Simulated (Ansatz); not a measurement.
## Mo2C(OH)2 MXene monolayer in a perpendicular field

Aim: how the Mo2C(OH)2 MXene monolayer screens a field along its normal, and what the field does to its bands. A positive field points along +c.

Program: Ansatz 0.2.0. Level of theory: plane-wave DFT, PBE-D3(BJ), Ansatz PAW. Results are calculated unless marked as measured.

## Step 1: Set-up

The cell holds 7 atoms: 2 H, 2 O, 2 Mo and 1 C. Its edges and angles: a = 3.025 Å, b = 3.025 Å, c = 43.979 Å, α = 90.0°, β = 90.0°, γ = 120.0°. Vacuum lies along c.

## Step 2: Relaxing the slab

The starting cell is a guess, so the in-plane lattice and the atoms are relaxed first, with the slab cut off from its images along the normal.

File input.yaml:

```yaml
crystal:
  lattice:
    - [3.024736, 0.0, 0.0]
    - [-1.512368, 2.6194982157, 0.0]
    - [0.0, 0.0, 43.9790393164]
  atoms:
    - { symbol: H, position: [0.3333333333, 0.6666666667, 0.4263394629] }
    - { symbol: O, position: [0.3333333333, 0.6666666667, 0.4486228055] }
    - { symbol: Mo, position: [0.6666666667, 0.3333333333, 0.4728625214] }
    - { symbol: C, position: [0.0, 0.0, 0.5] }
    - { symbol: Mo, position: [0.3333333333, 0.6666666667, 0.5271374786] }
    - { symbol: O, position: [0.6666666667, 0.3333333333, 0.5513771945] }
    - { symbol: H, position: [0.6666666667, 0.3333333333, 0.5736605371] }
  periodic: [true, true, false]
kpoints:
  mp_grid: { grid: [12, 12, 1] }
hamiltonian:
  xc: pbe
  dispersion: d3bj
scf:
  occupations: { method: fermi_dirac, width: 0.05 }
  convergence: { dr2_threshold: 1.0e-09 }
relax:
  f_tol: 0.004
  max_steps: 90
  cell: {}
output:
  write_potential: true
  write_density: true
  volumetric_format: npy
```

On the command line:

```sh
ansatz run input.yaml --threads 2 --pin off --max-ram 3072MiB --backend cpu --events-out ev --progress --plain --runs-dir out
```

Numbers of over 12 decimals in the logs are rounded to 6 here.

What it wrote:

```text
Warning: relax.cell: scf.convergence.dr2_threshold = 1e-9 eV is looser than the 2.57771121063e-10 eV advised for a relaxation that steers and ends on the stress (1e-10 eV for each atom of the cell: 7, times the square of relax.cell.stress_2d_tol = 0.05 N/m over 16.5 Å (the atoms' height at the walk's start and 5 Å past either face), 3.034e-2 GPa, over a crystal's default 0.05). What an SCF threshold leaves in a stress goes as its square root, and in the free energy as the threshold itself, and one threshold admits the most on a small cell: [figures from the program's tests cut] Set scf.convergence.dr2_threshold to 2.57771121063e-10 eV or tighter. [rest of the remark cut]
Engine: ansatz 0.2.0, x86_64-unknown-linux-gnu
Pseudopotentials: kind: paw
Pseudopotential: H, paw, valence charge 1, recommended cutoff 420 eV (normal), H.paw.azcp
Pseudopotential: O, paw, valence charge 6, recommended cutoff 420 eV (normal), O.paw.azcp
Pseudopotential: Mo, paw, valence charge 14, recommended cutoff 420 eV (normal), Mo.paw.azcp
Pseudopotential: C, paw, valence charge 4, recommended cutoff 420 eV (normal), C.paw.azcp
Functional definition: PBE
  parameter kappa = 0.804
  parameter beta = 0.066725
  exchange = pbe_x(kappa = kappa, mu = beta*pi^2/3)
  correlation = pbe_c(beta = beta)
Crystal: 7 atoms, lattice volume = 348.459 Å³
Basis set: ecut = 420 eV, 6687 PW (Γ), exchange–correlation on 48×48×600 points (8 copies of the dense FFT grid, shifted against one another)
Bands: 30, of which v1, the nominal top of the filled ones, is band 23 counted from 1 (22 counted from 0)
Symmetry: 12 space group operations
Space group: P-3m1 (ITA 164), of the structure as read, at distance tolerance 7.0e-5 Å
k-points: 19 of 144
Non-local potential: H, projectors of the file, l = 0: 2, l = 1: 1
Non-local potential: O, projectors of the file, l = 0: 2, l = 1: 2, l = 2: 1
Non-local potential: Mo, projectors of the file, l = 0: 3, l = 1: 2, l = 2: 2, l = 3: 1
Non-local potential: C, projectors of the file, l = 0: 2, l = 1: 2, l = 2: 1
PAW form: soft (Blöchl's): semilocal exchange-correlation on the pseudo side does not see the compensation charge
PAW one-centre angular grid: H, 110 points (default); XC on 64 Gauss nodes
PAW one-centre angular grid: O, 110 points (default); XC on 64 Gauss nodes
PAW one-centre angular grid: Mo, 590 points (default); XC on 64 Gauss nodes
PAW one-centre angular grid: C, 110 points (default); XC on 64 Gauss nodes
Initial density: superposition of atomic densities (neutral atoms: chi_scale 0, normalization atom), corrected by the library's trained network
Initial wavefunctions: pseudopotential atomic-orbital guess
Functional: x = pbe(κ = 0.804, μ = 0.219515), c = pbe(β = 0.066725)
SCF iter   1: F=—  HF=-11328.174635 eV  |F-HF|=—  |Δ(HF+E_count)|=         —  Δρ=4.97e-3  dr2=7.03e-1  ethr=1.77e-3  ⟨swp⟩=13.3  Hψ=4272  notcnv=0
preconditioner: auto → LDOS  [metal: Δε(μ)=0.032 eV  Ē_g=10.758 eV  σ=0.050 eV  W_gap=0.16  n_scr=26 (ndim 8)  ℏωp=10.9 eV  f_vac=0.791  D(μ)=6.52/eV (n_scr^D=24)  β→1.0]
SCF iter   2: F=—  HF=-11328.132391 eV  |F-HF|=—  |Δ(HF+E_count)|=   4.22e-2  Δρ=2.17e-3  dr2=1.92e-1  ethr=1.53e-3  ⟨swp⟩=2.8  Hψ=859  notcnv=0  defer=2
SCF iter   3: F=—  HF=-11328.119439 eV  |F-HF|=—  |Δ(HF+E_count)|=   1.30e-2  Δρ=1.70e-3  dr2=3.15e-2  ethr=4.16e-4  ⟨swp⟩=3.7  Hψ=831  notcnv=0  defer=2
SCF iter   4: F=—  HF=-11328.117233 eV  |F-HF|=—  |Δ(HF+E_count)|=   2.21e-3  Δρ=4.42e-4  dr2=1.13e-3  ethr=6.84e-5  ⟨swp⟩=3.4  Hψ=1007  notcnv=0  defer=2
SCF iter   5: F=—  HF=-11328.117390 eV  |F-HF|=—  |Δ(HF+E_count)|=   1.56e-4  Δρ=1.06e-4  dr2=5.74e-5  ethr=2.46e-6  ⟨swp⟩=3.3  Hψ=1288  notcnv=0  defer=2
SCF iter   6: F=—  HF=-11328.117487 eV  |F-HF|=—  |Δ(HF+E_count)|=   9.71e-5  Δρ=5.63e-5  dr2=1.87e-5  ethr=1.25e-7  ⟨swp⟩=3.6  Hψ=1291  notcnv=0  defer=2
SCF iter   7: F=—  HF=-11328.117499 eV  |F-HF|=—  |Δ(HF+E_count)|=   1.22e-5  Δρ=3.56e-5  dr2=4.71e-6  ethr=4.06e-8  ⟨swp⟩=3.2  Hψ=1122  notcnv=0  defer=2
SCF iter   8: F=—  HF=-11328.117495 eV  |F-HF|=—  |Δ(HF+E_count)|=   4.40e-6  Δρ=1.41e-5  dr2=2.31e-6  ethr=1.02e-8  ⟨swp⟩=3.0  Hψ=1014  notcnv=0  defer=2
SCF iter   9: F=—  HF=-11328.117467 eV  |F-HF|=—  |Δ(HF+E_count)|=   2.74e-5  Δρ=4.31e-6  dr2=1.15e-7  ethr=5.02e-9  ⟨swp⟩=3.1  Hψ=937  notcnv=0  defer=2
SCF iter  10: F=—  HF=-11328.117467 eV  |F-HF|=—  |Δ(HF+E_count)|=   5.04e-8  Δρ=1.40e-6  dr2=8.52e-9  ethr=2.51e-10  ⟨swp⟩=3.7  Hψ=1294  notcnv=0  defer=2
SCF iter  11: F=-11328.117467 eV  HF=-11328.117467 eV  |F-HF|=1.50e-9  |Δ(HF+E_count)|=   2.71e-8  Δρ=4.58e-7  dr2=4.79e-10  ethr=2.17e-12  ⟨swp⟩=10.9  Hψ=5419  notcnv=0
SCF 1 converged in 11 iterations: F = -11328.117467 eV  dr2 = 4.79e-10
  greatest PAW one-centre occupation: 0.998 electrons in one spin orbital (limit 2), on the Mo atom at site 4 (counted from 0), in its partial waves of l = 0
relax step   1: F+E_penalty+E_count = -11328.11746724 eV  Δ(F+E_penalty+E_count) = +0.000e0 eV  max|allowed force component| = 4.021e0 eV/Å  Δτ_max = 0.0000 Å  P = +18.746 N/m  Ω = 348.459 Å³  fix = [c, alpha, beta]  reactions: c +0.000 N/m  (11 SCF iters, accepted)
Crystal: 7 atoms, lattice volume = 354.208 Å³
Basis set: ecut = 420 eV, 6867 PW (Γ), exchange–correlation on 48×48×600 points (8 copies of the dense FFT grid, shifted against one another)
Initial density: handed on by an earlier stage of this run
Initial wavefunctions: those handed on with the density
SCF iter   1: F=—  HF=-11329.546221 eV  |F-HF|=—  |Δ(HF+E_count)|=         —  Δρ=2.05e-2  dr2=1.72e0  ethr=3.10e-3  ⟨swp⟩=14.3  Hψ=3361  notcnv=0
preconditioner: auto → LDOS  [metal: Δε(μ)=0.061 eV  Ē_g=8.179 eV  σ=0.050 eV  W_gap=0.29  n_scr=26 (ndim 8)  ℏωp=10.1 eV  f_vac=0.774  D(μ)=5.62/eV (n_scr^D=22)  β→1.0]
SCF iter   2: F=—  HF=-11329.361345 eV  |F-HF|=—  |Δ(HF+E_count)|=   1.85e-1  Δρ=5.86e-3  dr2=1.63e-1  ethr=3.10e-3  ⟨swp⟩=3.5  Hψ=1335  notcnv=0  defer=4
SCF iter   3: F=—  HF=-11329.334744 eV  |F-HF|=—  |Δ(HF+E_count)|=   2.66e-2  Δρ=1.59e-3  dr2=1.30e-2  ethr=3.55e-4  ⟨swp⟩=3.0  Hψ=1148  notcnv=0  defer=4
SCF iter   4: F=—  HF=-11329.332626 eV  |F-HF|=—  |Δ(HF+E_count)|=   2.12e-3  Δρ=8.08e-4  dr2=4.77e-3  ethr=2.83e-5  ⟨swp⟩=3.1  Hψ=1289  notcnv=0  defer=4
SCF iter   5: F=—  HF=-11329.332264 eV  |F-HF|=—  |Δ(HF+E_count)|=   3.62e-4  Δρ=2.77e-4  dr2=4.41e-4  ethr=1.04e-5  ⟨swp⟩=3.1  Hψ=1112  notcnv=0  defer=4
SCF iter   6: F=—  HF=-11329.332229 eV  |F-HF|=—  |Δ(HF+E_count)|=   3.49e-5  Δρ=5.87e-5  dr2=6.11e-5  ethr=9.58e-7  ⟨swp⟩=3.7  Hψ=1325  notcnv=0  defer=4
[...]
relax step   4: F+E_penalty+E_count = -11329.63506729 eV  Δ(F+E_penalty+E_count) = -2.867e-2 eV  max|allowed force component| = 7.587e-1 eV/Å  Δτ_max = 0.1952 Å  P = +0.725 N/m  Ω = 324.240 Å³  energy of the carried Pulay correction = +1.715e-2 eV  fix = [c, alpha, beta]  reactions: c +0.000 N/m  (10 SCF iters, accepted)
relax step   5: F+E_penalty+E_count = -11329.67425841 eV  Δ(F+E_penalty+E_count) = -3.919e-2 eV  max|allowed force component| = 1.926e-1 eV/Å  Δτ_max = 0.0935 Å  P = -1.100 N/m  Ω = 333.236 Å³  energy of the carried Pulay correction = +1.064e-2 eV  fix = [c, alpha, beta]  reactions: c -0.000 N/m  (11 SCF iters, accepted)
relax step   6: F+E_penalty+E_count = -11329.68776561 eV  Δ(F+E_penalty+E_count) = -1.351e-2 eV  max|allowed force component| = 2.193e-1 eV/Å  Δτ_max = 0.0333 Å  P = -0.460 N/m  Ω = 327.763 Å³  energy of the carried Pulay correction = +1.458e-2 eV  fix = [c, alpha, beta]  reactions: c -0.000 N/m  (9 SCF iters, accepted)
relax step   7: F+E_penalty+E_count = -11329.68997415 eV  Δ(F+E_penalty+E_count) = -2.209e-3 eV  max|allowed force component| = 5.912e-2 eV/Å  Δτ_max = 0.0061 Å  P = +0.190 N/m  Ω = 326.518 Å³  energy of the carried Pulay correction = +1.548e-2 eV  fix = [c, alpha, beta]  reactions: c +0.000 N/m  (9 SCF iters, accepted)
relax step   8: F+E_penalty+E_count = -11329.68979593 eV  Δ(F+E_penalty+E_count) = +1.782e-4 eV  max|allowed force component| = 1.749e-3 eV/Å  Δτ_max = 0.0010 Å  P = -0.015 N/m  Ω = 326.944 Å³  energy of the carried Pulay correction = +1.517e-2 eV  fix = [c, alpha, beta]  reactions: c -0.000 N/m  (8 SCF iters, accepted)
relax step   9: F+E_penalty+E_count = -11329.67868910 eV  Δ(F+E_penalty+E_count) = +1.111e-2 eV  max|allowed force component| = 4.454e-3 eV/Å  Δτ_max = 0.0000 Å  P = -0.281 N/m  Ω = 326.944 Å³  fix = [c, alpha, beta]  reactions: c -0.000 N/m  stress off target by 2.81e-1 N/m on what of the cell is left free  SCF on the basis re-selected at this cell (its energy is not comparable with the rows above)  (6 SCF iters)
relax step  10: F+E_penalty+E_count = -11329.67942856 eV  Δ(F+E_penalty+E_count) = -7.395e-4 eV  max|allowed force component| = 6.600e-3 eV/Å  Δτ_max = 0.0028 Å  P = -0.014 N/m  Ω = 326.168 Å³  energy of the carried Pulay correction = +5.772e-4 eV  fix = [c, alpha, beta]  reactions: c -0.000 N/m  (7 SCF iters, accepted)
relax step  11: F+E_penalty+E_count = -11329.67945536 eV  Δ(F+E_penalty+E_count) = -2.680e-5 eV  max|allowed force component| = 1.887e-4 eV/Å  Δτ_max = 0.0004 Å  P = -0.001 N/m  Ω = 326.135 Å³  energy of the carried Pulay correction = +6.009e-4 eV  fix = [c, alpha, beta]  reactions: c -0.000 N/m  (6 SCF iters, accepted)
iter 1 solved again at ethr=7.20e-8 eV; its pass at ethr=3.10e-3 eV (dr2=3.31e-5 eV) is discarded
SCF iter   1: F=—  HF=-11329.678973 eV  |F-HF|=—  |Δ(HF+E_count)|=         —  Δρ=8.95e-6  dr2=3.92e-8  ethr=7.20e-8  ⟨swp⟩=7.2  Hψ=7181  notcnv=0
preconditioner: auto → LDOS  [metal: Δε(μ)=0.043 eV  Ē_g=9.986 eV  σ=0.050 eV  W_gap=0.21  n_scr=26 (ndim 8)  ℏωp=11.3 eV  f_vac=0.781  D(μ)=3.49/eV (n_scr^D=18)  β→1.0]
SCF iter   2: F=—  HF=-11329.678874 eV  |F-HF|=—  |Δ(HF+E_count)|=   9.94e-5  Δρ=2.44e-6  dr2=1.31e-8  ethr=8.51e-11  ⟨swp⟩=4.7  Hψ=1868  notcnv=0
SCF iter   3: F=—  HF=-11329.678874 eV  |F-HF|=—  |Δ(HF+E_count)|=   3.98e-9  Δρ=6.35e-7  dr2=1.75e-9  ethr=2.86e-11  ⟨swp⟩=3.6  Hψ=1246  notcnv=0
SCF iter   4: F=-11329.678874 eV  HF=-11329.678874 eV  |F-HF|=2.91e-11  |Δ(HF+E_count)|=   3.49e-9  Δρ=1.06e-7  dr2=1.05e-10  ethr=2.17e-12  ⟨swp⟩=17.7  Hψ=5074  notcnv=0
SCF 12 converged in 4 iterations: F = -11329.678874 eV  dr2 = 1.05e-10
relax step  12: F+E_penalty+E_count = -11329.67887376 eV  Δ(F+E_penalty+E_count) = +5.816e-4 eV  max|allowed force component| = 3.085e-4 eV/Å  Δτ_max = 0.0000 Å  P = -0.010 N/m  Ω = 326.135 Å³  fix = [c, alpha, beta]  reactions: c -0.000 N/m  stress off target by 9.67e-3 N/m on what of the cell is left free  SCF on the basis re-selected at this cell (its energy is not comparable with the rows above)  (4 SCF iters)
basis re-selected at this cell: Δ(F+E_penalty+E_count) = +5.816e-4 eV, ΔP = -0.009 N/m vs the last step (what re-selecting the basis moved, of the pressure what is left beyond the Pulay correction that the steps carried, after the strain that the cell walked since its last selection, with what the two solves' SCF thresholds leave and, on support functions, any second-order correction that the steps lacked; it is no m [...]
WARN: The input density's exchange-correlation potential varies sharply where the density is thin. Do not read a vacuum level from v_tot or v_xc, or from such a field of the output density. On a cell that repeats whose density bears no net charge and no dipole along the vacuum's axis use v_es (v_loc + v_h of the components); under efield.dipole_correction with no amplitude use v_es + v_field, which holds any external [...]
SCF converged after 4 iterations
Free energy (F): -11329.678874 eV
Harris-Foulkes:  -11329.678874 eV  (|F-HF|=2.91e-11)
Internal energy: -11329.650498 eV  (E = F + TS)
E sigma→0 (E₀):  -11329.664686 eV
Entropy (-TS):   -0.028376 eV (-4.054 meV/atom)
Fermi energy:    -2.151706 eV
--- Per-component energies (eV) ---
  E_band       = -1022.278939
  E_kinetic    = 1353.683689
  E_local      = -228750.336270  (includes V_loc(G=0)·N_el)
  E_nonlocal   = 412.939398
  E_hartree    = 113528.770193
  E_xc         = -580.088201
  E_vxc        = -728.588161  (∫ρ·V_xc dr)
  E_paw        = -6819.427693  (= ΣΔE_a)
  E_vpaw       = -367.524358  (= ΣTr[D̂ρ^β])
  E_aug_tail   = 0.002643  (compensation charges beyond the density's cutoff)
  E_ewald      = 109526.247741
  E_disp       = -1.441999  (pairwise vdW)
  E_smearing   = -0.028376  (= −TS)
  E_closure    = -0.000000  (closes the sum)
  Σ components = -11329.678874   (vs F -11329.678874, Δ=0.00e0)
--- Forces (eV/Å), atoms counted from 1 ---
  atom   1  H      0.00000000     0.00000000    -0.00017483
  atom   2  O      0.00000000     0.00000000     0.00030852
  atom   3  Mo    -0.00000000     0.00000000    -0.00011969
  atom   4  C      0.00000000     0.00000000     0.00000000
  atom   5  Mo     0.00000000    -0.00000000     0.00011969
  atom   6  O      0.00000000    -0.00000000    -0.00030852
  atom   7  H     -0.00000000    -0.00000000     0.00017483
  max |Σ_I F_I| component: 9.25e-18 eV/Å
--- 2D stress c σ (N/m, compression-positive) ---
       -0.009673       0.000000      -0.000000
        0.000000      -0.009673      -0.000000
       -0.000000      -0.000000      -0.000000
  P = ½ c Tr σ = -0.0097 N/m
--- Band table (eV; the first three rows and the last of 19) ---
  k-point 0: bands = [... 19 lower, -5.3194, -5.3194, -3.7501, -3.7501, -2.0835, -2.0763, -2.0494, -2.0494, ... 3 higher]
  k-point 1: bands = [... 19 lower, -5.4816, -5.1679, -3.9109, -3.5740, -2.3201, -2.1198, -1.9827, -1.8542, ... 3 higher]
  k-point 2: bands = [... 19 lower, -5.7579, -5.1412, -4.0387, -3.1121, -2.5443, -2.1836, -1.7881, -1.3540, ... 3 higher]
  k-point 18: bands = [... 19 lower, -7.5839, -3.1457, -2.4035, -2.4035, -1.8088, -1.3031, -1.3031, 1.1155, ... 3 higher]
  the weakly bound empty levels are not read free of the cell's end (no_gap_told)
--- Relaxed structure (10 steps of the walk, 10 accepted, 2 SCFs on fresh bases) ---
  F+E_penalty+E_count = -11329.67887376 eV   max|allowed force component| = 3.085e-4 eV/Å   (the final SCF, on the basis selected at the relaxed cell)
  cell:  # Å, volume = 326.1354 Å³
    - [2.926246, 0.0, 0]
    - [-1.463123, 2.534203, 0]
    - [0, 0, 43.9790393164]
  atoms:
    - { symbol: H, position: [0.333333, 0.666667, 0.415366] }
    - { symbol: O, position: [0.333333, 0.666667, 0.437631] }
    - { symbol: Mo, position: [0.666667, 0.333333, 0.470575] }
    - { symbol: C, position: [0, 0, 0.5] }
    - { symbol: Mo, position: [0.333333, 0.666667, 0.529425] }
    - { symbol: O, position: [0.666667, 0.333333, 0.562369] }
    - { symbol: H, position: [0.666667, 0.333333, 0.584634] }
```

Wall time 62 s (2 threads of Intel Xeon Platinum 8375C at 2.90GHz (Ice Lake), shared host); peak memory 0.78 GiB; 2 min of CPU time.

This run has no spin polarisation, although Mo can carry a moment.

The steps of the relaxation:

```
step  energy less that of the first step (eV)  largest force component (eV/Å)  volume (Å³)
   1                                   0.0000                          4.0209       348.46
   2                                  -1.2147                          1.4331       354.21
   3                                  -1.4889                          0.5496       343.42
   4                                  -1.5176                          0.7587       324.24
   5                                  -1.5568                          0.1926       333.24
   6                                  -1.5703                          0.2193       327.76
   7                                  -1.5725                          0.0591       326.52
   8                                  -1.5723                          0.0017       326.94
  9*                                  -1.5612                          0.0045       326.94
  10                                  -1.5620                          0.0066       326.17
  11                                  -1.5620                          0.0002       326.14
 12*                                  -1.5614                          0.0003       326.14
```

Relaxation steps marked * repeat the geometry before them on a plane-wave basis chosen anew for their cell, so energy and pressure can jump there.

The run keeps the 12 symmetry operations that it works with, so distortions that break them were not tested.

```
cell as run  before  after  change
      a (Å)   3.025  2.926  -3.3 %
      b (Å)   3.025  2.926  -3.3 %
```

The atoms that moved most (Å, along periodic axes as changes of fractional coordinates times the final cell, across vacuum about the mean position):

```
atom     dx     dy      dz  length
  O6  0.000  0.000   0.483   0.483
  O2  0.000  0.000  -0.483   0.483
  H1  0.000  0.000  -0.483   0.483
  H7  0.000  0.000   0.483   0.483
 Mo5  0.000  0.000   0.101   0.101
 Mo3  0.000  0.000  -0.101   0.101
```

Numbers from this step:

* energy at zero smearing: -11329.6647 eV

The lattice constant a goes from 3.025 to 2.926 Å.

(Continued in part 2 of 2.)

[Logs are printed without paths, hosts, clocks, repeated set-up lines and the standing remarks that a program may print on its own settings, such as how far it seeks lower states.]

[Hosts, paths, dates, database ids (printed as entryN), source tags and the programs' standing remarks are cut or masked in the printed files.]

[Maps of the electrostatic potential energy from Ansatz leave out the sawtooth potential of an applied field or a dipole correction, so their vacuum need not be flat; planar profiles and work functions include it.]
